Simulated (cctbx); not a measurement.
**Diagnosing a refinement**

Cell a = 4.2840 Å, b = 6.7630 Å, c = 14.5550 Å, α = 90.00°, β = 90.00°, γ = 90.00°; space group Immm (no. 71). The compound is Gd3Cu4Sn2Ir2.

The data are simulated with cctbx, not measured: Cu Kα, λ = 1.54184 Å, to d = 0.83 Å, 80 % of the full sphere, strongest reflection 40000 counts, noise from counting, a 6 % proportional error and a noise floor of 2 counts (s.d.); no absorption.

An anisotropic refinement with weights 1/σ² prints:

```text
Rint 0.044, 247 unique reflections to 0.83 A
cycle     R1     wR2    GooF  max shift (A)
   1  0.0259  0.0730   2.134   0.00375
   2  0.0194  0.0550   1.608   0.00001
final R1 0.0194 wR2 0.0550 GooF 1.608  parameters 21  data/parameter 11.8
atom        x        y        z      Ueq    occ   su(xyz)  su(Uiso or U11)
Ir1    0.50000  0.00000  0.71769   0.0065  1.000  0.00004  0.0004
Gd1    0.50000  0.50000  0.63175   0.0054  1.000  0.00006  0.0005
Dy1    0.00000  0.50000  0.00000   0.0094  1.000  0.00000  0.0006
Sn1    0.50000  0.19010  0.00000   0.0111  1.000  0.00013  0.0005
Cu1    0.50000  0.69531  0.82843   0.0090  1.000  0.00022  0.0008
difference map: max 1.64 min -2.25 rms 0.33
Q1    0.2088  0.5000  0.5000    4    1.64  1.57 A from Sn1
Q2    0.0000  0.0000  0.3742    4    1.41  1.48 A from Cu1
Q3    0.0000  0.5000  0.0768    4    1.24  1.12 A from Dy1
Q4    0.2042  0.0000  0.1495    8    1.06  0.91 A from Gd1
Q5    0.0000  0.3211  0.0816    8    1.00  1.70 A from Dy1
Q6    0.0000  0.1946  0.0000    4    0.92  2.07 A from Dy1
```

Q: Accept it or mend it, and why?

Mend it. The fault: wrong element: Dy1 is Gd. Against the right model at the same level, R1 goes from 0.0154 to 0.0194 and GooF from 0.99 to 1.61. Dy1 has 2 electrons too many and its U swells to shed them, as expected (near an absorption edge f′ can widen the mismatch well beyond the difference in Z).

The compound is Gd3Cu4Sn2Ir2. The right model at the same level gives:

```text
Rint 0.044, 247 unique reflections to 0.83 A
cycle     R1     wR2    GooF  max shift (A)
   1  0.0236  0.0616   1.799   0.00258
   2  0.0154  0.0338   0.988   0.00000
final R1 0.0154 wR2 0.0338 GooF 0.988  parameters 21  data/parameter 11.8
atom        x        y        z      Ueq    occ   su(xyz)  su(Uiso or U11)
Ir1    0.50000  0.00000  0.71770   0.0065  1.000  0.00003  0.0002
Gd1    0.50000  0.50000  0.63178   0.0060  1.000  0.00004  0.0003
Gd2    0.00000  0.50000  0.00000   0.0089  1.000  0.00000  0.0004
Sn1    0.50000  0.18995  0.00000   0.0112  1.000  0.00008  0.0003
Cu1    0.50000  0.69523  0.82851   0.0093  1.000  0.00013  0.0005
difference map: max 1.64 min -1.11 rms 0.28
Q1    0.2544  0.0000  0.0000    4    1.64  1.66 A from Sn1
Q2    0.2136  0.0000  0.1487    8    1.05  0.95 A from Gd1
Q3    0.2154  0.1990  0.5000    8    0.79  1.19 A from Sn1
Q4    0.0000  0.3266  0.0922    8    0.75  1.78 A from Gd2
Q5    0.1673  0.5000  0.0719    8    0.74  1.27 A from Gd2
Q6    0.2767  0.0000  0.2455    8    0.68  1.10 A from Ir1
```

This is a model crystal, built by substitution and not relaxed, with assumed displacement parameters.

[Middle refinement cycles are left out of these outputs.]

[Logs are printed without paths, hosts, clocks, repeated set-up lines and the standing remarks that a program may print on its own settings, such as how far it seeks lower states.]
